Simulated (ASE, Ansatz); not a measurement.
**Convergence of a linear-scaling basis for Σ7 (111) twist boundary in a Pd-Ir solid solution (84 atoms)**

Aim: test how closely localised support functions follow the reference on Σ7 (111) twist boundary in a Pd-Ir solid solution (84 atoms), and at what cost. A setting counts as converged where the r.m.s. difference of forces stays under 1 % of the r.m.s. force.

Program: Ansatz 0.2.0. Level of theory: Kohn-Sham DFT, PBE, PAW (set soft_2), plane waves. Results are calculated unless marked as measured.

## 1. Starting point

The cell holds 84 atoms: 44 Pd and 40 Ir. Cell: a = 7.232 Å, b = 7.232 Å, c = 27.381 Å, α = 90.0°, β = 90.0°, γ = 120.0°. It derives from Pd and Ir. Fcc Pd lattice (a = 3.8655 Å, the value set for the mixture); two grains turned against each other by 81.79 deg about [111]; 1 x 1 coincidence cells, 2 lattice periods a grain, two boundaries a cell, upper grain shifted by [0, 0] of the boundary cell and opened by 0.3 Å, one atom of each pair nearer than 2.05 Å removed; 40 of 84 Pd sites given to Ir at random (lattice constant by Vegard's rule between Pd and Ir); not relaxed, displaced by a Gaussian of 0.02 Å. Regions: lower grain, 42 atoms (22 Pd and 20 Ir); upper grain, 42 atoms (20 Ir and 22 Pd).

Before any run, some limits are plain. The host structure and its lattice constant were typed by rule, without a check against the phase diagram. No spin–orbit coupling is included, so levels derived from the heavy atoms are approximate.

## 2. Plane-wave single point

The first run fixes the reference, at a cutoff of 420 eV.

File input.yaml:

```yaml
crystal:
  lattice:
    - [7.23169, 0.0, 0.0]
    - [-3.61584, 6.26283, 0.0]
    - [0.0, 0.0, 27.38097]
  atoms:
    - { symbol: Pd, position: [0.85841, 0.28521, 0.99978] }
    - { symbol: Ir, position: [0.80823, 0.05085, 0.08139] }
    - { symbol: Pd, position: [0.71284, 0.56927, 0.00063] }
    - { symbol: Pd, position: [0.95469, 0.76447, 0.08106] }
    - { symbol: Pd, position: [0.43112, 0.14497, 0.00026] }
    - { symbol: Ir, position: [0.66418, 0.33198, 0.08255] }
    - { symbol: Ir, position: [0.90591, 0.5226, 0.16273] }
    - { symbol: Pd, position: [0.61265, 0.09189, 0.16313] }
    - { symbol: Ir, position: [0.85248, 0.284, 0.24514] }
    - { symbol: Ir, position: [0.80672, 0.0424, 0.32572] }
    - { symbol: Ir, position: [0.57211, 0.8583, 0.0014] }
    - { symbol: Ir, position: [0.28463, 0.42804, 0.00113] }
    - { symbol: Ir, position: [0.5274, 0.61939, 0.0823] }
    - { symbol: Pd, position: [0.76624, 0.8104, 0.16435] }
    - { symbol: Ir, position: [0.00102, 0.00158, 0.00017] }
    - { symbol: Pd, position: [0.23558, 0.19175, 0.08135] }
    - { symbol: Ir, position: [0.47687, 0.38549, 0.16286] }
    - { symbol: Pd, position: [0.7075, 0.56551, 0.24303] }
    - { symbol: Pd, position: [0.94716, 0.76341, 0.3262] }
    - { symbol: Pd, position: [0.42626, 0.14113, 0.24516] }
    - { symbol: Ir, position: [0.66885, 0.33236, 0.32584] }
    - { symbol: Ir, position: [0.90286, 0.51628, 0.40626] }
    - { symbol: Ir, position: [0.62075, 0.09542, 0.40673] }
    - { symbol: Pd, position: [0.14737, 0.71203, 0.99899] }
    - { symbol: Pd, position: [0.37664, 0.90066, 0.08201] }
    - { symbol: Pd, position: [0.09641, 0.48369, 0.08019] }
    - { symbol: Pd, position: [0.33262, 0.66609, 0.16426] }
    - { symbol: Ir, position: [0.57537, 0.86286, 0.24508] }
    - { symbol: Ir, position: [0.04915, 0.23318, 0.16265] }
    - { symbol: Ir, position: [0.28289, 0.42682, 0.24403] }
    - { symbol: Pd, position: [0.52135, 0.61484, 0.32608] }
    - { symbol: Pd, position: [0.76329, 0.81294, 0.40756] }
    - { symbol: Ir, position: [0.00181, 0.00045, 0.24463] }
    - { symbol: Pd, position: [0.23909, 0.18963, 0.32539] }
    - { symbol: Ir, position: [0.47266, 0.3824, 0.40793] }
    - { symbol: Ir, position: [0.18754, 0.95311, 0.16297] }
    - { symbol: Pd, position: [0.14142, 0.71607, 0.24486] }
    - { symbol: Pd, position: [0.38551, 0.90208, 0.3262] }
    - { symbol: Pd, position: [0.08904, 0.47237, 0.32565] }
    - { symbol: Pd, position: [0.33148, 0.66361, 0.40812] }
    - { symbol: Pd, position: [0.04727, 0.23857, 0.40903] }
    - { symbol: Ir, position: [0.19158, 0.95218, 0.40604] }
    - { symbol: Ir, position: [0.27921, 0.85607, 0.49854] }
    - { symbol: Pd, position: [0.57388, 0.71918, 0.49985] }
    - { symbol: Pd, position: [0.52089, 0.90756, 0.58092] }
    - { symbol: Pd, position: [0.85817, 0.5732, 0.50114] }
    - { symbol: Ir, position: [0.81019, 0.76072, 0.58173] }
    - { symbol: Pd, position: [0.75969, 0.95783, 0.66298] }
    - { symbol: Ir, position: [0.13971, 0.43361, 0.50099] }
    - { symbol: Ir, position: [0.09277, 0.6175, 0.58165] }
    - { symbol: Ir, position: [0.04704, 0.80705, 0.66339] }
    - { symbol: Pd, position: [0.43095, 0.28739, 0.50008] }
    - { symbol: Ir, position: [0.38079, 0.4762, 0.58196] }
    - { symbol: Pd, position: [0.33261, 0.66341, 0.66206] }
    - { symbol: Pd, position: [0.28554, 0.86389, 0.74373] }
    - { symbol: Ir, position: [0.71375, 0.14123, 0.49898] }
    - { symbol: Pd, position: [0.66393, 0.33576, 0.58193] }
    - { symbol: Pd, position: [0.61134, 0.5178, 0.66328] }
    - { symbol: Pd, position: [0.58074, 0.72195, 0.74397] }
    - { symbol: Pd, position: [0.52643, 0.90448, 0.82648] }
    - { symbol: Pd, position: [0.95355, 0.19453, 0.58182] }
    - { symbol: Pd, position: [0.89982, 0.38155, 0.66265] }
    - { symbol: Ir, position: [0.8549, 0.56717, 0.74485] }
    - { symbol: Ir, position: [0.81274, 0.7593, 0.82612] }
    - { symbol: Ir, position: [0.76108, 0.95577, 0.90749] }
    - { symbol: Pd, position: [0.00257, 0.00106, 0.49946] }
    - { symbol: Ir, position: [0.23469, 0.05295, 0.58106] }
    - { symbol: Pd, position: [0.18303, 0.23548, 0.66373] }
    - { symbol: Pd, position: [0.14677, 0.42464, 0.74484] }
    - { symbol: Ir, position: [0.09713, 0.61831, 0.82559] }
    - { symbol: Pd, position: [0.04989, 0.81133, 0.90699] }
    - { symbol: Ir, position: [0.47472, 0.09666, 0.66198] }
    - { symbol: Ir, position: [0.42724, 0.28562, 0.74489] }
    - { symbol: Ir, position: [0.38259, 0.4786, 0.82546] }
    - { symbol: Ir, position: [0.33715, 0.67247, 0.90874] }
    - { symbol: Pd, position: [0.71416, 0.14406, 0.74473] }
    - { symbol: Pd, position: [0.66486, 0.3353, 0.82557] }
    - { symbol: Ir, position: [0.61292, 0.52422, 0.90743] }
    - { symbol: Pd, position: [0.95562, 0.18902, 0.82729] }
    - { symbol: Ir, position: [0.90664, 0.38899, 0.90614] }
    - { symbol: Pd, position: [0.99961, 0.99604, 0.74426] }
    - { symbol: Ir, position: [0.23359, 0.04374, 0.8259] }
    - { symbol: Pd, position: [0.18819, 0.23894, 0.90684] }
    - { symbol: Ir, position: [0.47799, 0.09659, 0.90667] }
kpoints:
  mp_grid: { grid: [3, 3, 1] }
hamiltonian:
  xc: pbe
scf:
  occupations: { method: cold, width: 0.15 }
output:
  forces: true
  stress: true
  populations: intrinsic
  dos:
    method: { smearing: { sigma: 0.08 } }
    de: 0.1
    projected:
      site_lists:
        Ir: [Ir]
        Pd: [Pd]
        lower_grain: [0, 1, 2, 3, 4, 5, 6, 7, 8, 9, 10, 11, 12, 13, 14, 15, 16, 17, 18, 19, 20, 21, 22, 23, 24, 25, 26, 27, 28, 29, 30, 31, 32, 33, 34, 35, 36, 37, 38, 39, 40, 41]
        upper_grain: [42, 43, 44, 45, 46, 47, 48, 49, 50, 51, 52, 53, 54, 55, 56, 57, 58, 59, 60, 61, 62, 63, 64, 65, 66, 67, 68, 69, 70, 71, 72, 73, 74, 75, 76, 77, 78, 79, 80, 81, 82, 83]
  eigenvalues: true
  write_density: true
  write_potential: true
  volumetric_format: npy
```

Launch:

```
$ ansatz run input.yaml --threads 32 --pin off --max-ram 143360MiB --backend cuda --events-out ev --progress --plain --runs-dir out
```

Numbers of over 12 decimals in the logs are rounded to 6 here.

Log:

```text
Engine: ansatz 0.2.0, aarch64-unknown-linux-gnu
Pseudopotentials: kind: paw
Pseudopotential: Pd, paw, valence charge 18, recommended cutoff 420 eV (normal), Pd.paw.azcp
Pseudopotential: Ir, paw, valence charge 17, recommended cutoff 420 eV (normal), Ir.paw.azcp
[... 5 lines on functional and potentials left out ...]
device memory: the entry about to start is reckoned to put 35.4 GiB on a device that reports 182.5 GiB free
GPU FFT provider: cuFFT
GPU libraries: cuBLAS 13.8.1, cuFFT 12.4.0, cuSOLVER 12.3.2
GPU matrix products: emulated (plane waves: as basis.precision tells), large ones in fixed point in workspaces of 1.00 GiB
Crystal: 84 atoms, lattice volume = 1240.107 Å³
Basis set: ecut = 420 eV, 24187 PW (Γ), exchange–correlation on 100×100×384 points (8 copies of the dense FFT grid, shifted against one another)
Bands: 884, of which v1, the nominal top of the filled ones, is band 736 counted from 1 (735 counted from 0)
Symmetry: 1 space group operations
Space group: P1 (ITA 1), of the structure as read, at distance tolerance 1.1e-4 Å
k-points: 5 of 9 (time reversal used)
[... 5 lines on functional and potentials left out ...]
Initial density: superposition of atomic densities (neutral atoms: chi_scale 0, normalization atom), corrected by the library's trained network
Initial wavefunctions: pseudopotential atomic-orbital guess
GPU buffer pool allocated for 480000 grid points (all kernels)
GPU transforms: local potential and band sums: pruned to the plane-wave sphere, on 50×50×192
Functional: x = pbe(κ = 0.804, μ = 0.219515), c = pbe(β = 0.066725)
SCF iter   1: F=—  HF=-784203.333612 eV  |F-HF|=—  |Δ(HF+E_count)|=         —  Δρ=1.41e-2  dr2=2.26e1  ethr=1.77e-3  ⟨swp⟩=5.0  Hψ=14938  notcnv=0  defer=275
preconditioner: auto → Kerker (q_TF=auto, 2.807 Å⁻¹)  [metal: Δε(μ)=0.011 eV  Ē_g=7.454 eV  σ=0.150 eV  W_gap=0.05  n_scr=462 (ndim 8)  ℏωp=29.8 eV  f_vac=0.000  D(μ)=112.94/eV (n_scr^D=1426)]
SCF iter   2: F=—  HF=-784203.119443 eV  |F-HF|=—  |Δ(HF+E_count)|=   2.14e-1  S|Δr|=    0.00e0  Δρ=6.96e-3  dr2=7.67e0  ethr=1.53e-3  ⟨swp⟩=1.0  Hψ=5085  notcnv=0  defer=281
SCF iter   3: F=—  HF=-784203.028599 eV  |F-HF|=—  |Δ(HF+E_count)|=   9.08e-2  S|Δr|=    0.00e0  Δρ=1.26e-3  dr2=4.46e-1  ethr=5.21e-4  ⟨swp⟩=1.0  Hψ=3908  notcnv=0  defer=281
SCF iter   4: F=—  HF=-784203.029456 eV  |F-HF|=—  |Δ(HF+E_count)|=   8.58e-4  S|Δr|=    0.00e0  Δρ=4.14e-4  dr2=2.40e-2  ethr=3.03e-5  ⟨swp⟩=1.0  Hψ=3908  notcnv=0  defer=281
SCF iter   5: F=—  HF=-784203.027961 eV  |F-HF|=—  |Δ(HF+E_count)|=   1.50e-3  S|Δr|=    0.00e0  Δρ=1.73e-4  dr2=2.24e-3  ethr=1.63e-6  ⟨swp⟩=1.0  Hψ=3908  notcnv=0  defer=281
SCF iter   6: F=—  HF=-784203.003624 eV  |F-HF|=—  |Δ(HF+E_count)|=   2.43e-2  S|Δr|=    0.00e0  Δρ=5.24e-5  dr2=7.73e-5  ethr=1.52e-7  ⟨swp⟩=1.0  Hψ=3908  notcnv=0  defer=281
SCF iter   7: F=—  HF=-784203.014521 eV  |F-HF|=—  |Δ(HF+E_count)|=   1.09e-2  S|Δr|=    0.00e0  Δρ=1.80e-5  dr2=1.41e-5  ethr=5.25e-9  ⟨swp⟩=2.2  Hψ=7257  notcnv=0  defer=284
SCF iter   8: F=—  HF=-784203.014520 eV  |F-HF|=—  |Δ(HF+E_count)|=   7.77e-7  S|Δr|=    0.00e0  Δρ=5.34e-6  dr2=1.22e-6  ethr=9.57e-10  ⟨swp⟩=1.0  Hψ=3908  notcnv=0  defer=284
SCF iter   9: F=-784203.014520 eV  HF=-784203.014520 eV  |F-HF|=7.82e-8  |Δ(HF+E_count)|=   8.94e-8  S|Δr|=    0.00e0  Δρ=1.52e-6  dr2=8.88e-8  ethr=6.79e-12  ⟨swp⟩=10.4  Hψ=28281  notcnv=0
SCF 1 converged in 9 iterations: F = -784203.014520 eV  dr2 = 8.88e-8
  greatest PAW one-centre occupation: 1.000 electrons in one spin orbital (limit 2), on the Ir atom at site 8 (counted from 0), in its partial waves of l = 0
SCF converged after 9 iterations
Stability not checked: this state was not tested for a lower state beside it, because cold or Methfessel-Paxton smearing, or corrected tetrahedra, fill the levels in a way that the test cannot read (fill_not_monotonic; see scf.lower_state_search)
Free energy (F): -784203.014520 eV
Harris-Foulkes:  -784203.014520 eV  (|F-HF|=7.82e-8)
Internal energy: -784202.995188 eV  (E = F + TS)
E sigma→0 (E₀):  -784203.008076 eV
Entropy (-TS):   -0.019333 eV (-0.230 meV/atom)
Fermi energy:    22.086944 eV
Step filling:    the computed levels leave a gap of 0.0000 eV = 0.0 smearing widths at the electron count; against every level under it full and every level over it empty, smearing changes F+E_penalty+E_count by -4.386 meV and its σ→0 estimate by +2.058 meV
--- Per-component energies (eV) ---
  E_band       = -10085.253547
  E_kinetic    = 47473.504688
  E_local      = -124638.483674  (includes V_loc(G=0)·N_el)
  E_nonlocal   = 12451.729176
  E_hartree    = 49838.371088
  E_xc         = -18132.783888
  E_vxc        = -21306.198174  (∫ρ·V_xc dr)
  E_paw        = -533928.836997  (= ΣΔE_a)
  E_vpaw       = -23742.542652  (= ΣTr[D̂ρ^β])
  E_aug_tail   = 0.011826  (compensation charges beyond the density's cutoff)
  E_ewald      = -217266.507406
  E_smearing   = -0.019333  (= −TS)
  E_closure    = 0.000000  (closes the sum)
  Σ components = -784203.014520   (vs F -784203.014520, Δ=0.00e0)
--- Forces (eV/Å), atoms counted from 1 ---
[... 84 lines of forces left out ...]
  max |Σ_I F_I| component: 4.92e-5 eV/Å
--- Stress (GPa, compression-positive) ---
        3.654566      -0.067456      -0.095629
       -0.067456       3.554456       0.153312
       -0.095629       0.153312       2.194408
  P = ⅓ Tr σ = 3.1345 GPa (31.345 kbar)
--- Band table (eV; the first three rows and the last of 5) ---
--- intrinsic populations: 84 sites ---
  site symbol       q [e]
[... 84 lines, one an atom, left out ...]
  spilling = -0.000000 (of n_electrons = 1472.000000)
```

It took 4.5 s on 1 × NVIDIA GB200 with 32 threads of Arm Neoverse V2, shared host; peak memory 3.1 GiB.

In the SCF lines HF is the Harris–Foulkes energy and dr2 the Hartree energy of the density residual, in eV; the loop may stop once dr2 is under the threshold and the program's other checks hold. Hψ counts applications of the Hamiltonian.

That memory is the host's; the program planned up to 35.4 GiB on the GPU. Forces of this run were stored rounded, and per-atom blocks of the log weren't kept.

Read from the output:

```
free energy                             : -784203.0145 eV
free energy per atom                    : -9335.7502 eV/atom
SCF cycles                              : 9
pressure                                : 3.134 GPa
r.m.s. force component                  : 0.5016 eV/Å
longest force                           : 1.695 eV/Å
Fermi energy                            : 22.09 eV
levels partly filled by over 2 per cent : 89
```

The r.m.s. force component of 0.50 eV/Å and the pressure of 3.1 GPa set the scale for the differences below.

## 3. Support functions low

With localised support functions most steps grow linearly with size, though the diagonalisation grows faster unless the density matrix is cut; this run measures error and cost at this size. The level low gives here a grid of 36×36×144 points and a radius of 3.75 Å.

This step: Kohn-Sham DFT, PBE, PAW (set soft_2), localised support functions (low) (Ansatz 0.2.0).

input.yaml, the sections that differ from step 2:

```yaml
scf:
  occupations: { method: cold, width: 0.15 }
  eigensolver: { kind: { support_functions: { accuracy: low } } }
  mixing: { beta: 0.2 }
  max_iter: 150
output:
  forces: true
  eigenvalues: true
# crystal, kpoints, hamiltonian: as in step 2
```

Log:

```text
Warning: scf.eigensolver.kind.support_functions: disabling space-group detection — the functions' gradient is summed over unrotated k-points, so no spatial operation reduces the k-mesh or symmetrises the density; time reversal is kept, so that k and −k are solved as one point where they differ and the mesh holds both, and exact exchange and, on two spinor components, a DFT+U term hold to it where the run has them: [...]
settings of this run that can trade accuracy for cost: scf.eigensolver.kind.support_functions; scf.eigensolver.kind.support_functions.accuracy: low [...]
[...]
GPU FFT provider: cuFFT
GPU libraries: cuBLAS 13.8.1, cuFFT 12.4.0, cuSOLVER 12.3.2
[...]
Crystal: 84 atoms, lattice volume = 1240.107 Å³
Basis set: ecut = 420 eV, 24187 PW (Γ), exchange–correlation on 100×100×384 points (8 copies of the dense FFT grid, shifted against one another)
Bands: 884, of which v1, the nominal top of the filled ones, is band 736 counted from 1 (735 counted from 0)
Symmetry: 1 space group operations
k-points: 5 of 9 (time reversal used)
[...]
GPU buffer pool allocated for 480000 grid points (all kernels)
Eigensolver: Support functions (low, 36×36×144 points, laid for a spacing of at most 0.220337 Å, radius 3.752845 Å, 2 species' potentials softened for the grid, 1 wholly corrected for its errors in the mean over positions, 2 with the egg-box correction, energy correction by stochastic trace)
[...]
SCF iter   1: F=—  HF=-784390.020799 eV  |F-HF|=—  |Δ(HF+E_count)|=         —  Δρ=2.99e-1  dr2=2.87e3  ethr=1.00e-1
[...]
SCF iter  17: F=—  HF=-784203.043949 eV  |F-HF|=—  |Δ(HF+E_count)|=   1.08e-2  S|Δr|=    0.00e0  Δρ=3.43e-5  dr2=8.80e-6  ethr=1.53e-9
SCF iter  18: F=-784203.053637 eV  HF=-784203.053640 eV  |F-HF|=2.91e-6  |Δ(HF+E_count)|=   9.69e-3  S|Δr|=    0.00e0  Δρ=2.08e-5  dr2=5.23e-6  ethr=5.98e-10
SCF 1 converged in 18 iterations: F = -784203.263433 eV  dr2 = 5.23e-6
[...]
SCF converged after 18 iterations
[...]
Free energy (F): -784203.263433 eV
[...]
Internal energy: -784203.244601 eV  (E = F + TS)
E sigma→0 (E₀):  -784203.257156 eV
Entropy (-TS):   -0.018831 eV (-0.224 meV/atom)
Fermi energy:    22.086968 eV
[...]
Σ components = -784203.263433   (vs F -784203.263433, Δ=0.00e0)
--- Forces (eV/Å), atoms counted from 1 ---
[... 84 lines of forces left out ...]
  max |Σ_I F_I| component: 1.46e-2 eV/Å
--- Band table (eV; the first three rows and the last of 5) ---
```

The job ended after 11 s (1 × NVIDIA GB200 with 32 threads; peak memory 1.5 GiB; 20 s of CPU time).

That memory is the host's; the program planned up to 5.9 GiB on the GPU.

The program notes that the band table was not solved further than the SCF left it and it switched symmetry off.

Keys that differ from the reference: support_functions.accuracy = "low", scf.max_iter = 150 and scf.mixing.beta = 0.2.

Forces differ from the reference by 1.6 meV/Å r.m.s., 0.31 % of their size, within a tolerance of 1 %; the energy by -3.0 meV/atom. It took 11 s and 18 cycles; the reference's time can't be set against it, since the two runs asked for unlike analyses.

## 4. Support functions medium

The level medium is asked for. Here it resolves to the same grid and radius as in the run with support functions low, so the basis is not new.

This step: Kohn-Sham DFT, PBE, PAW (set soft_2), localised support functions (medium) (Ansatz 0.2.0).

input.yaml, the sections that differ from step 3:

```yaml
scf:
  occupations: { method: cold, width: 0.15 }
  eigensolver: { kind: { support_functions: { accuracy: medium } } }
  mixing: { beta: 0.2 }
  max_iter: 150
# crystal, kpoints, hamiltonian, output: as in step 3
```

Log:

```text
[...]
GPU FFT provider: cuFFT
GPU libraries: cuBLAS 13.8.1, cuFFT 12.4.0, cuSOLVER 12.3.2
[...]
Crystal: 84 atoms, lattice volume = 1240.107 Å³
Basis set: ecut = 420 eV, 24187 PW (Γ), exchange–correlation on 100×100×384 points (8 copies of the dense FFT grid, shifted against one another)
Bands: 884, of which v1, the nominal top of the filled ones, is band 736 counted from 1 (735 counted from 0)
Symmetry: 1 space group operations
k-points: 5 of 9 (time reversal used)
[...]
GPU buffer pool allocated for 480000 grid points (all kernels)
Eigensolver: Support functions (medium, 36×36×144 points, laid for a spacing of at most 0.220337 Å, radius 3.752845 Å, 2 species' potentials softened for the grid, 1 wholly corrected for its errors in the mean over positions, 2 with the egg-box correction, energy correction by stochastic trace)
[...]
SCF iter   1: F=—  HF=-784390.020799 eV  |F-HF|=—  |Δ(HF+E_count)|=         —  Δρ=2.99e-1  dr2=2.87e3  ethr=1.00e-1
[...]
SCF iter  18: F=—  HF=-784203.053640 eV  |F-HF|=—  |Δ(HF+E_count)|=   9.69e-3  S|Δr|=    0.00e0  Δρ=2.08e-5  dr2=5.23e-6  ethr=5.98e-10
SCF iter  19: F=-784203.053639 eV  HF=-784203.053639 eV  |F-HF|=6.32e-7  |Δ(HF+E_count)|=   1.70e-7  S|Δr|=    0.00e0  Δρ=6.36e-6  dr2=8.45e-7  ethr=3.56e-10
SCF 1 converged in 19 iterations: F = -784203.263432 eV  dr2 = 8.45e-7
[...]
SCF converged after 19 iterations
[...]
Free energy (F): -784203.263432 eV
[...]
Internal energy: -784203.244597 eV  (E = F + TS)
E sigma→0 (E₀):  -784203.257153 eV
Entropy (-TS):   -0.018835 eV (-0.224 meV/atom)
Fermi energy:    22.086855 eV
[...]
Σ components = -784203.263432   (vs F -784203.263432, Δ=0.00e0)
--- Forces (eV/Å), atoms counted from 1 ---
[... 84 lines of forces left out ...]
  max |Σ_I F_I| component: 1.45e-2 eV/Å
--- Band table (eV; the first three rows and the last of 5) ---
```

Run time: 11 s. Hardware: 1 × NVIDIA GB200 with 32 threads; peak memory 1.5 GiB; 20 s of CPU time.

That memory is the host's; the program planned up to 5.9 GiB on the GPU.

Keys that differ from the reference: support_functions.accuracy = "medium", scf.max_iter = 150 and scf.mixing.beta = 0.2.

Forces differ from the reference by 1.6 meV/Å r.m.s., 0.32 % of their size, within a tolerance of 1 %; the energy by -3.0 meV/atom. It took 11 s and 19 cycles; the reference's time can't be set against it, since the two runs asked for unlike analyses.

(Part 1 of 3 ends here.)

[Logs are printed without paths, hosts, clocks, repeated set-up lines and the standing remarks that a program may print on its own settings, such as how far it seeks lower states.]

[Hosts, paths, dates, database ids (printed as entryN), source tags and the programs' standing remarks are cut or masked in the printed files.]
